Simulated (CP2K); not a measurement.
Consider trimethylborane at its PBE geometry (Å).

```xyz
13

C    -0.3857    1.5090    0.2809
B    -0.0399   -0.0009   -0.0032
C     1.4721   -0.4466    0.0259
C    -1.1504   -1.0685   -0.3127
H     0.1379    2.1620   -0.4388
H     0.0063    1.8147    1.2663
H    -1.4554    1.7548    0.2477
H     2.0591    0.1380   -0.7033
H     1.6446   -1.5125   -0.1780
H     1.9259   -0.2092    1.0033
H    -0.9481   -1.5500   -1.2857
H    -1.0838   -1.8960    0.4159
H    -2.1827   -0.6948   -0.3182
```

Method: CP2K XAS_TDP, all-electron GAPW, PBEh(45%), aug-cc-pVDZ, TDA, GW2X-corrected core level, no relativity.

Question: Where do the B K-edge lines lie, and how strong are they?

Leading lines: B2 191.31 eV. The leading line of an atom is its first one with 35 % of the strongest within 2.5 eV of its lowest line over the strength cut. Core ionisation energies at this level: B2 197.21 eV.

The first six lines of each atom with a strength over 0.0015:

| atom | energy (eV) | states | strength, one atom | above the computed threshold |
| --- | --- | --- | --- | --- |
| B2 (bonded to 3 C) | 191.31 | 1 | 0.0771 |  |
|  | 197.00 | 1 | 0.0029 |  |
|  | 197.10 | 1 | 0.0018 |  |
|  | 197.97 | 1 | 0.0018 | yes |
|  | 198.82 | 1 | 0.0080 | yes |
|  | 199.07 | 2 | 0.0047 | yes |

Lines are vertical, at one geometry, with no vibrational structure. GW2X ionisation energies and lines can be off by 1 to 2 eV either way, and a good line position may hide errors that cancel. These values hold no scalar relativity. Rydberg lines, and the discretised continuum above threshold, depend on the basis and the box.

[Banner, clock and machine lines of the logs are left out without a mark of their own.]

[Logs are printed without paths, hosts, clocks, repeated set-up lines and the standing remarks that a program may print on its own settings, such as how far it seeks lower states.]

[Hosts, paths, dates, database ids (printed as entryN), source tags and the programs' standing remarks are cut or masked in the printed files.]
